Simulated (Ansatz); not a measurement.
**CuF (model cell, started as CsCl type): a soft mode frozen in**

Wanted: the energy along a soft mode of CuF (model cell, started as CsCl type) and the structure at the end.

Main program and level: Ansatz 0.2.0; DFT r2SCAN, scalar-relativistic, plane waves, PAW.

The structure was built from a prototype and need not be the compound's stable phase.

### Step 1. The starting structure

It takes space group Pm-3m (No. 221, cubic). Conventional cell: a = 2.738 Å, b = 2.738 Å, c = 2.738 Å, α = 90.00°, β = 90.00°, γ = 90.00°. Nearest to Cu lie 8 F at 2.37 Å. Nearest to F lie 8 Cu at 2.37 Å. Farther neighbours and most contacts between anions are not listed.

### Step 2. Response at finite wavevector

The cell comes from relaxations at this level that are not shown. Stability and thermal properties need the whole zone. Linear response on a 4×4×4 q mesh gives force constants as far as a supercell of that size would.

Input file input.yaml:

```yaml
crystal:
  lattice:
    - [2.7384665451, 0.0, 0.0]
    - [0.0, 2.7384665451, 0.0]
    - [0.0, 0.0, 2.7384665451]
  atoms:
    - { symbol: Cu, position: [0.0, 0.0, 0.0] }
    - { symbol: F, position: [0.5, 0.5, 0.5] }
kpoints:
  mp_grid: { grid: [16, 16, 16] }
hamiltonian:
  xc: r2scan
scf:
  occupations: { method: methfessel_paxton, width: 0.15 }
output:
  eigenvalues: true
phonons:
  method: dfpt
  qmesh: [4, 4, 4]
  temperatures: { t_max: 1000, t_step: 50 }
  qpath:
    path:
      - [[0.0, 0.0, 0.0], [0.0, 0.5, 0.0], [0.5, 0.5, 0.0], [0.0, 0.0, 0.0], [0.5, 0.5, 0.5], [0.0, 0.5, 0.0]]
      - [[0.5, 0.5, 0.5], [0.5, 0.5, 0.0]]
    npoints: 10
```

Run with:

```
$ ansatz run input.yaml --threads 4 --pin off --max-ram 7168MiB --backend cpu --events-out ev --progress --plain --runs-dir out
```

Numbers of over 12 decimals in the logs are rounded to 6 here.

Log:

```text
Engine: ansatz 0.2.0, aarch64-unknown-linux-gnu
Pseudopotentials: kind: paw
Pseudopotential: Cu, paw, valence charge 19, recommended cutoff 500 eV (meta_gga), Cu.paw.azcp
Pseudopotential: F, paw, valence charge 7, recommended cutoff 500 eV (meta_gga), F.paw.azcp
Functional definition: r2SCAN
  parameter k0 = 0.174
  parameter k1 = 0.065
  parameter a1 = 4.9479
  exchange = r2scan_x(k0 = k0, k1 = k1, a1 = a1)
  correlation = r2scan_c
Crystal: 2 atoms, lattice volume = 20.536 Å³
Basis set: ecut = 500 eV, 485 PW (Γ), exchange–correlation on 200×200×200 points (1000 copies of the dense FFT grid, shifted against one another)
Bands: 17, of which v1, the nominal top of the filled ones, is band 13 counted from 1 (12 counted from 0)
Symmetry: 48 space group operations
k-points: 405 of 4096 (irreducible under 8 space group operations, time reversal used)
Non-local potential: Cu, projectors of the file, l = 0: 3, l = 1: 2, l = 2: 3, l = 3: 1
Non-local potential: F, projectors of the file, l = 0: 2, l = 1: 2, l = 2: 1
PAW form: soft (Blöchl's): semilocal exchange-correlation on the pseudo side does not see the compensation charge
PAW frozen core: Cu, regenerated for the run's functional (the file was generated under x = pbe(κ = 0.804, μ = 0.219515), c = pbe(β = 0.066725))
PAW frozen core: F, regenerated for the run's functional (the file was generated under x = pbe(κ = 0.804, μ = 0.219515), c = pbe(β = 0.066725))
PAW one-centre angular grid: Cu, 590 points (default); XC on 160 Gauss nodes
PAW one-centre angular grid: F, 302 points (default); XC on 160 Gauss nodes
Initial density: superposition of atomic densities (neutral atoms: chi_scale 0, normalization atom), corrected by the library's trained network
Initial wavefunctions: pseudopotential atomic-orbital guess
Functional: x = r2scan, c = r2scan; τ floored in thin density (d = 2e-4 eV/Å³)
SCF iter   1: F=—  HF=-7439.911284 eV  |F-HF|=—  |Δ(HF+E_count)|=         —  Δρ=4.43e-2  dr2=2.22e-1  dr2_τ=1.90e-2  ethr=1.77e-3  ⟨swp⟩=4.4  Hψ=28337  notcnv=0
preconditioner: auto → none  [metal: Δε(μ)=0.004 eV  Ē_g=15.964 eV  σ=0.150 eV  W_gap=0.02  n_scr=6 (ndim 8)  ℏωp=34.8 eV  f_vac=0.000  D(μ)=1.45/eV (n_scr^D=18)  sad-step TF]
SCF iter   2: F=—  HF=-7439.898007 eV  |F-HF|=—  |Δ(HF+E_count)|=   1.33e-2  S|Δr|=    0.00e0  Δρ=1.24e-2  dr2=1.58e-2  dr2_τ=3.40e-3  ethr=8.55e-4  ⟨swp⟩=2.0  Hψ=13769  notcnv=0
SCF iter   3: F=—  HF=-7439.884816 eV  |F-HF|=—  |Δ(HF+E_count)|=   1.32e-2  S|Δr|=    0.00e0  Δρ=1.11e-2  dr2=1.50e-2  dr2_τ=5.33e-4  ethr=6.07e-5  ⟨swp⟩=2.0  Hψ=13692  notcnv=0
SCF iter   4: F=—  HF=-7439.882733 eV  |F-HF|=—  |Δ(HF+E_count)|=   2.08e-3  S|Δr|=    0.00e0  Δρ=4.89e-3  dr2=3.82e-3  dr2_τ=2.83e-4  ethr=5.78e-5  ⟨swp⟩=1.0  Hψ=10128  notcnv=0
SCF iter   5: F=—  HF=-7439.881703 eV  |F-HF|=—  |Δ(HF+E_count)|=   1.03e-3  S|Δr|=    0.00e0  Δρ=1.28e-3  dr2=2.23e-4  dr2_τ=7.72e-6  ethr=1.47e-5  ⟨swp⟩=2.0  Hψ=7928  notcnv=0
SCF iter   6: F=—  HF=-7439.881812 eV  |F-HF|=—  |Δ(HF+E_count)|=   1.08e-4  S|Δr|=    0.00e0  Δρ=3.66e-4  dr2=2.15e-5  dr2_τ=7.78e-7  ethr=8.56e-7  ⟨swp⟩=2.0  Hψ=8969  notcnv=0
SCF iter   7: F=—  HF=-7439.881808 eV  |F-HF|=—  |Δ(HF+E_count)|=   4.11e-6  S|Δr|=    0.00e0  Δρ=5.33e-5  dr2=3.49e-7  dr2_τ=8.09e-9  ethr=8.29e-8  ⟨swp⟩=2.4  Hψ=9577  notcnv=0
SCF iter   8: F=—  HF=-7439.881804 eV  |F-HF|=—  |Δ(HF+E_count)|=   3.56e-6  S|Δr|=    0.00e0  Δρ=4.13e-6  dr2=2.07e-9  dr2_τ=1.85e-10  ethr=1.34e-9  ⟨swp⟩=2.3  Hψ=8465  notcnv=0
SCF iter   9: F=—  HF=-7439.881804 eV  |F-HF|=—  |Δ(HF+E_count)|=  6.01e-10  S|Δr|=    0.00e0  Δρ=5.05e-7  dr2=3.60e-11  dr2_τ=2.91e-12  ethr=7.97e-12  ⟨swp⟩=2.0  Hψ=10181  notcnv=0
SCF iter  10: F=-7439.881804 eV  HF=-7439.881804 eV  |F-HF|=1.82e-12  |Δ(HF+E_count)|=  1.00e-11  S|Δr|=    0.00e0  Δρ=2.94e-8  dr2=7.84e-14  dr2_τ=2.90e-15  ethr=1.00e-12  ⟨swp⟩=5.0  Hψ=28011  notcnv=0
SCF 1 converged in 10 iterations: F = -7439.881804 eV  dr2 = 7.84e-14
  greatest PAW one-centre occupation: 1.001 electrons in one spin orbital (limit 2), on the Cu atom at site 0 (counted from 0), in its partial waves of l = 1
Basis set: ecut = 500 eV, 485 PW (Γ), exchange–correlation on 80×80×80 points (64 copies of the dense FFT grid, shifted against one another)
k-points: 165 of 4096
Initial density: read from a saved state, or passed on in memory by an earlier SCF of this step, an earlier step, the calling program or the single point that the run made first
iter 1 solved again at ethr=4.31e-10 eV; its pass at ethr=3.10e-3 eV (dr2=1.12e-7 eV) is discarded
SCF iter   1: F=—  HF=-7439.881798 eV  |F-HF|=—  |Δ(HF+E_count)|=         —  Δρ=5.58e-7  dr2=3.20e-11  dr2_τ=3.06e-12  ethr=4.31e-10  ⟨swp⟩=4.1  Hψ=21824  notcnv=0
preconditioner: auto → none  [metal: Δε(μ)=0.004 eV  Ē_g=15.734 eV  σ=0.150 eV  W_gap=0.02  n_scr=6 (ndim 8)  ℏωp=34.8 eV  f_vac=0.000  D(μ)=1.22/eV (n_scr^D=18)]
SCF iter   2: F=—  HF=-7439.881798 eV  |F-HF|=—  |Δ(HF+E_count)|=  1.09e-11  S|Δr|=    0.00e0  Δρ=3.95e-7  dr2=1.12e-11  dr2_τ=1.54e-12  ethr=1.00e-12  ⟨swp⟩=2.4  Hψ=4774  notcnv=0
SCF iter   3: F=-7439.881798 eV  HF=-7439.881798 eV  |F-HF|=1.82e-12  |Δ(HF+E_count)|=    0.00e0  S|Δr|=    0.00e0  Δρ=2.20e-7  dr2=3.82e-12  dr2_τ=6.22e-13  ethr=1.00e-12  ⟨swp⟩=4.1  Hψ=8401  notcnv=0
SCF 2 converged in 3 iterations: F = -7439.881798 eV  dr2 = 3.82e-12
phonons: the bands overlap, so this run is a metal and interpolates without the dipole-dipole term. If the crystal is really an insulator or semiconductor, its LO-TO splitting is missing
DFPT response loops at Γ: preconditioner auto → Kerker (q_TF=auto, 2.838 Å⁻¹) (partly filled bands, converged f_vac=0.000); β = 1.00, the filter's whole step (`scf.mixing.beta` (0.50) is not read by the response loops under this deck's `scf.mixing.preconditioner`; to damp them name `kerker` or `kerker_dos`, under which they read `scf.mixing.beta`, and type it under 1.00, their step now; both keys bind the ground state too); Broyden in place of MSR1
NSCF: frozen V_eff on 165 k-points
NSCF: frozen V_eff on 2592 k-points
DFPT response loops at q = (0, 0, 0.25) (fractional): mixed as the last ones told, above
NSCF: frozen V_eff on 1458 k-points
DFPT response loops at q = (0, 0, -0.5) (fractional): mixed as the last ones told, above
NSCF: frozen V_eff on 4608 k-points
DFPT response loops at q = (0, 0.25, 0.25) (fractional): mixed as the last ones told, above
NSCF: frozen V_eff on 2592 k-points
DFPT response loops at q = (0, 0.25, -0.5) (fractional): mixed as the last ones told, above
NSCF: frozen V_eff on 1458 k-points
DFPT response loops at q = (0, -0.5, -0.5) (fractional): mixed as the last ones told, above
NSCF: frozen V_eff on 4352 k-points
DFPT response loops at q = (0.25, 0.25, 0.25) (fractional): mixed as the last ones told, above
NSCF: frozen V_eff on 4608 k-points
DFPT response loops at q = (0.25, 0.25, -0.5) (fractional): mixed as the last ones told, above
NSCF: frozen V_eff on 2592 k-points
DFPT response loops at q = (0.25, -0.5, -0.5) (fractional): mixed as the last ones told, above
NSCF: frozen V_eff on 810 k-points
DFPT response loops at q = (-0.5, -0.5, -0.5) (fractional): mixed as the last ones told, above
SCF converged after 10 iterations
Stability not checked: this state was not tested for a lower state beside it, because cold or Methfessel-Paxton smearing, or corrected tetrahedra, fill the levels in a way that the test cannot read (fill_not_monotonic; see scf.lower_state_search)
Free energy (F): -7439.881804 eV
Harris-Foulkes:  -7439.881804 eV  (|F-HF|=1.82e-12)
Internal energy: -7439.889775 eV  (E = F + TS)
E sigma→0 (E₀):  -7439.883797 eV
Entropy (-TS):   0.007971 eV (3.986 meV/atom)
Fermi energy:    11.313483 eV
--- Per-component energies (eV) ---
  E_band       = -448.881329
  E_kinetic    = 508.631187
  E_local      = -4888.891215  (includes V_loc(G=0)·N_el)
  E_nonlocal   = 494.050609
  E_hartree    = 2128.662921
  E_xc         = -159.461554
  E_vxc        = -234.391364  (∫ρ·V_xc dr)
  E_paw        = -1903.252487  (= ΣΔE_a)
  E_vpaw       = -601.879709  (= ΣTr[D̂ρ^β])
  E_aug_tail   = 0.001052  (compensation charges beyond the density's cutoff)
  E_vtau       = 16.272249  (kinetic-family band-sum trace: ∫τ·v_τ [+ j·A + Jᵃ·Aᵃ] dr)
  E_ewald      = -3619.297789
  E_core_change = -0.332500  (= ΣΔE_core)
  E_smearing   = 0.007971  (= −TS)
  E_closure    = 0.000000  (closes the sum)
  Σ components = -7439.881804   (vs F -7439.881804, Δ=0.00e0)
--- Band table (eV; the first three rows and the last of 405) ---
  k-point 0: bands = [... 9 lower, 9.4328, 9.8326, 10.9233, 10.9233, 10.9233, 27.3430, 27.3430, 29.2500]
  k-point 1: bands = [... 9 lower, 9.4954, 10.0547, 10.9252, 10.9290, 10.9290, 26.5267, 27.3853, 29.2457]
  k-point 2: bands = [... 9 lower, 9.6572, 10.6107, 10.9307, 10.9459, 10.9459, 25.1295, 27.5128, 29.2286]
  k-point 404: bands = [... 9 lower, 11.2234, 11.2234, 11.3417, 11.3417, 18.7992, 18.7992, 18.7992, 23.4865]
--- Phonons (Γ-DFPT): 2 representative perturbations + reference, on 405 of 4096 k-points (Σ response iterations 14) ---
  k mesh reduced under 8 symmetry operations, with k and −k counted as one. Each operation leaves every solved perturbation unchanged. A smaller set is not considered because the functional reads the kinetic-energy density
  ASR residual: 2.499e-5 → 0.000e0 eV/Å²; symmetrization residual: 1.694e-6 eV/Å²
  ASR residual per site (eV/Å²): 2.50e-5 1.60e-5
  Γ frequencies (cm⁻¹): 0.00 0.00 0.00 69.33 69.33 69.33
--- Phonons (arbitrary-q DFPT): 10 irreducible q on the 4×4×4 mesh ---
  q = [0.0000, 0.0000, 0.0000] (star 1, of the zone-centre solve; hermiticity 1.31e-5, symmetrization 6.74e-12): -0.00 -0.00 0.00 69.33 69.33 69.33
  q = [0.0000, 0.0000, 0.2500] (star 6, 4 solved perturbations in 4032 linear systems a pass and spin channel, the states on 1296 of 4096 k-point pairs; hermiticity 3.47e-6, symmetrization 8.00e-13): -86.16 -86.16 27.28 27.28 121.60 217.35
  q = [0.0000, 0.0000, -0.5000] (star 3, 4 solved perturbations in 2268 linear systems a pass and spin channel, the states on 729 of 4096 k-point pairs; hermiticity 1.86e-13, symmetrization 6.91e-12): -134.43 -134.43 -19.48 -19.48 167.48 272.59
  q = [0.0000, 0.2500, 0.2500] (star 12, 4 solved perturbations in 7056 linear systems a pass and spin channel, the states on 2304 of 4096 k-point pairs; hermiticity 7.46e-6, symmetrization 4.44e-12): -106.11 -21.88 58.47 124.34 183.39 197.85
  q = [0.0000, 0.2500, -0.5000] (star 12, 6 solved perturbations on 1296 of 4096 k-point pairs; hermiticity 1.47e-6, symmetrization 1.09e-13): -121.95 -40.51 73.47 121.47 167.14 267.04
  q = [0.0000, -0.5000, -0.5000] (star 3, 4 solved perturbations in 2268 linear systems a pass and spin channel, the states on 729 of 4096 k-point pairs; hermiticity 4.98e-7, symmetrization 2.39e-13): -108.07 -53.17 83.56 83.56 249.39 249.39
  q = [0.2500, 0.2500, 0.2500] (star 8, 2 solved perturbations on 2176 of 4096 k-point pairs; hermiticity 1.62e-5, symmetrization 7.47e-12): 44.54 44.54 119.02 133.90 133.90 215.02
  q = [0.2500, 0.2500, -0.5000] (star 12, 4 solved perturbations in 7056 linear systems a pass and spin channel, the states on 2304 of 4096 k-point pairs; hermiticity 3.17e-6, symmetrization 3.34e-12): 9.38 62.45 65.33 97.34 171.21 240.31
  q = [0.2500, -0.5000, -0.5000] (star 6, 4 solved perturbations in 4032 linear systems a pass and spin channel, the states on 1296 of 4096 k-point pairs; hermiticity 7.53e-6, symmetrization 4.66e-12): 49.86 55.41 78.22 78.22 200.75 200.75
  q = [-0.5000, -0.5000, -0.5000] (star 1, 2 solved perturbations on 405 of 4096 k-point pairs; hermiticity 2.09e-12, symmetrization 4.04e-11): 90.72 90.72 90.72 130.88 130.88 130.88
  sum rule: each row above includes the acoustic sum rule's correction from the zone centre's row sums; it moved no ω² by more than (0.48 cm⁻¹)²
  mesh force constants: q→R imaginary residual 4.10e-18; ASR residual 2.499e-5 → 0.000e0 eV/Å²; symmetrization residual 1.554e-15 eV/Å²
  interpolated dispersion: 62 rows × 6 modes
  density of states and harmonic sums: on the 24×24×24 q-mesh, interpolated from the force constants of a 4×4×4 supercell (no non-analytic term)
  largest difference from the sums on the solved wave vectors: F 1.01e-2 eV, S 1.35e-5 and C_V 3.41e-6 eV/K
  zero-point energy: 0.036466 eV/cell   skipped modes (ω ≤ 0): 599, of them read as no rigid motion or as one in doubt: 596 (1.305e0 modes/cell left out, lowest -134.43 cm⁻¹)   left out of the sums: 2.18e-1 of the cell's modes: C_V's classical limit lies that fraction below 3 k_B per atom; for a crystal, a wire or a layer, F and S can be off by more, and a phonons.interpolated_qmesh denser along its periods is the remedy for the sampling
```

Run time: 26 min. Hardware: 4 threads of Arm Neoverse V1, shared host; peak memory 4.1 GiB.

Numbers from this step:

- volume per atom: 10.27 Å³
- gap on the k-mesh: 0 eV
- sum-rule residual before enforcement: 2.50e-5 eV/Å²
- lowest frequency on the path: -134.4 cm⁻¹
- point group: m-3m
- highest frequency on the path or at a solved wavevector: 272.6 cm⁻¹
- highest optical mode at the zone centre (no LO-TO term): 69.33 cm⁻¹
- lowest optical zone-centre mode: 69.33 cm⁻¹
- lowest mode on the q mesh (acoustic modes at Γ apart): -134.4 cm⁻¹

Frequencies (cm⁻¹) solved at each irreducible wavevector; negative means imaginary. Frequencies by wavevector, by row:

```
q in reciprocal lattice units  star  mode 1  mode 2  mode 3  mode 4  mode 5  mode 6
                        0 0 0     1       0       0       0    69.3    69.3    69.3
                     0 0 0.25     6   -86.2   -86.2    27.3    27.3   121.6   217.3
                     0 0 -0.5     3  -134.4  -134.4   -19.5   -19.5   167.5   272.6
                  0 0.25 0.25    12  -106.1   -21.9    58.5   124.3   183.4   197.8
                  0 0.25 -0.5    12    -122   -40.5    73.5   121.5   167.1     267
                  0 -0.5 -0.5     3  -108.1   -53.2    83.6    83.6   249.4   249.4
               0.25 0.25 0.25     8    44.5    44.5     119   133.9   133.9     215
               0.25 0.25 -0.5    12     9.4    62.5    65.3    97.3   171.2   240.3
               0.25 -0.5 -0.5     6    49.9    55.4    78.2    78.2   200.8   200.8
               -0.5 -0.5 -0.5     1    90.7    90.7    90.7   130.9   130.9   130.9
```

Interpolated from a 4×4×4 q mesh. The phonon branches at the labelled points (cm⁻¹):

```
    point  branch 1  branch 2  branch 3  branch 4  branch 5  branch 6
        Γ         0         0         0        69        69        69
  halfway       -86       -86        27        27       122       217
        X      -134      -134       -20       -20       168       273
  halfway      -122       -40        74       122       167       267
        M      -108       -53        84        84       249       249
  halfway      -106       -22        58       124       183       198
        Γ         0         0         0        69        69        69
  halfway        44        44       119       134       134       215
        R        91        91        91       131       131       131
  halfway         9        62        65        97       171       240
        X      -134      -134       -20       -20       168       273
jump to R        91        91        91       131       131       131
  halfway        50        55        78        78       201       201
        M      -108       -53        84        84       249       249
```

The phonon branches as a text plot (rows in cm⁻¹):

```
    264 |      *******                               *****
    247 |    **       ****                          *          **
    230 |             *   *                                   *
    213 |   *        *     **           ****       *
    196 |           *        *         *          *          *
    179 |                    **             *      **       *
    162 |  *   ****           *      **          **  * *** *
    145 |    **    *           *         *****  *     *
    128 |   *             **** *    *  **    ****         *
    111 | *         **   *    * *    ******      *   *     *
     95 |          *  * *      **  ****    * **** ***     *
     78 |* *        *******      ***        **  ****  *    ******
     61 |**        *       **** **  *      *        **      **
     44 |  *      *            **      ****          **      *
     27 |*  **                 *** ****                *
     10 |     *               *    *                *
     -7 |*       **               *                     *
    -24 | *    ****          *   *                       *    *
    -41 |  *       ***   ****   *                              *
    -58 |             ***                                       *
    -75 |                      *                     * *      *
    -92 |   *                 *                       *        *
   -109 |    **      *********                         *        *
   -126 |      ******                                   **
         Γ      X      M          Γ            R        X|R     M
```

Symmetry leaves 10 wavevectors to solve. The lowest mode among them, the acoustic zeros apart, lies at q = (0, 0, -0.5) and is imaginary, 134.4i cm⁻¹, so the energy falls along it.

### Step 3. The mode frozen in, largest atomic shift 0 Å

The mode followed lies at q = (0, 0, -0.5) with frequency 134.4i cm⁻¹ and is 2-fold degenerate, the softest among the wavevectors solved. At small amplitude the distorted cell has space group no. 51 by a symmetry search on the positions. The undistorted cell that holds it gives the zero of energy on the same k mesh.

System of this step: CuF (model cell, started as CsCl type). The structure is cubic, space group Pm-3m (No. 221). The conventional cell has a = 2.738 Å, b = 2.738 Å, c = 2.738 Å, α = 90.00°, β = 90.00°, γ = 90.00°. Cu has 8 F at 2.37 Å nearest. Nearest to F lie 8 Cu at 2.37 Å. Farther neighbours and most contacts between anions are not listed.

Input file input.yaml:

```yaml
crystal:
  lattice:
    - [2.7384665451, 0.0, 0.0]
    - [0.0, 2.7384665451, 0.0]
    - [0.0, 0.0, 5.4769330902]
  atoms:
    - { symbol: Cu, position: [0.0, 0.0, 0.0] }
    - { symbol: Cu, position: [0.0, 0.0, 0.5] }
    - { symbol: F, position: [0.5, 0.5, 0.25] }
    - { symbol: F, position: [0.5, 0.5, 0.75] }
kpoints:
  mp_grid: { grid: [14, 14, 8] }
hamiltonian:
  xc: r2scan
scf:
  occupations: { method: methfessel_paxton, width: 0.15 }
output:
  forces: true
  stress: true
  eigenvalues: true
```

Log:

```text
[...]
Crystal: 4 atoms, lattice volume = 41.073 Å³
Basis set: ecut = 500 eV, 983 PW (Γ), exchange–correlation on 80×80×160 points (64 copies of the dense FFT grid, shifted against one another)
Bands: 32, of which v1, the nominal top of the filled ones, is band 26 counted from 1 (25 counted from 0)
Symmetry: 32 space group operations
[...]
k-points: 180 of 1568
[...]
k-point 0: bands = [... 22 lower, 10.9207, 10.9209, 10.9717, 11.0958, 11.0958, 16.0776, 16.6265, 27.3425, ... 2 higher]
  k-point 1: bands = [... 22 lower, 10.9265, 10.9265, 10.9698, 11.0882, 11.0882, 15.1120, 17.6971, 26.5262, ... 2 higher]
  k-point 2: bands = [... 22 lower, 10.9434, 10.9434, 10.9642, 11.0671, 11.0671, 14.0275, 19.0894, 25.1289, ... 2 higher]
  k-point 179: bands = [... 22 lower, 10.8327, 10.8327, 11.3266, 11.3266, 17.3538, 17.3538, 19.7431, 19.7431, ... 2 higher]
[key lines of the parts left out:]
SCF converged after 8 iterations
Free energy (F): -14879.763230 eV
Fermi energy:    11.310672 eV
P = ⅓ Tr σ = 0.0111 GPa (0.111 kbar)
```

It took 6.3 s on 4 threads; peak memory 0.55 GiB.

This step gave:

* pressure: 0.01107 GPa
* energy from the undistorted cell: 0 meV/atom

The run ends at a pressure of 0.01 GPa.

(Part 1 of 3 ends here.)

[Logs are printed without paths, hosts, clocks, repeated set-up lines and the standing remarks that a program may print on its own settings, such as how far it seeks lower states.]

[Hosts, paths, dates, database ids (printed as entryN), source tags and the programs' standing remarks are cut or masked in the printed files.]
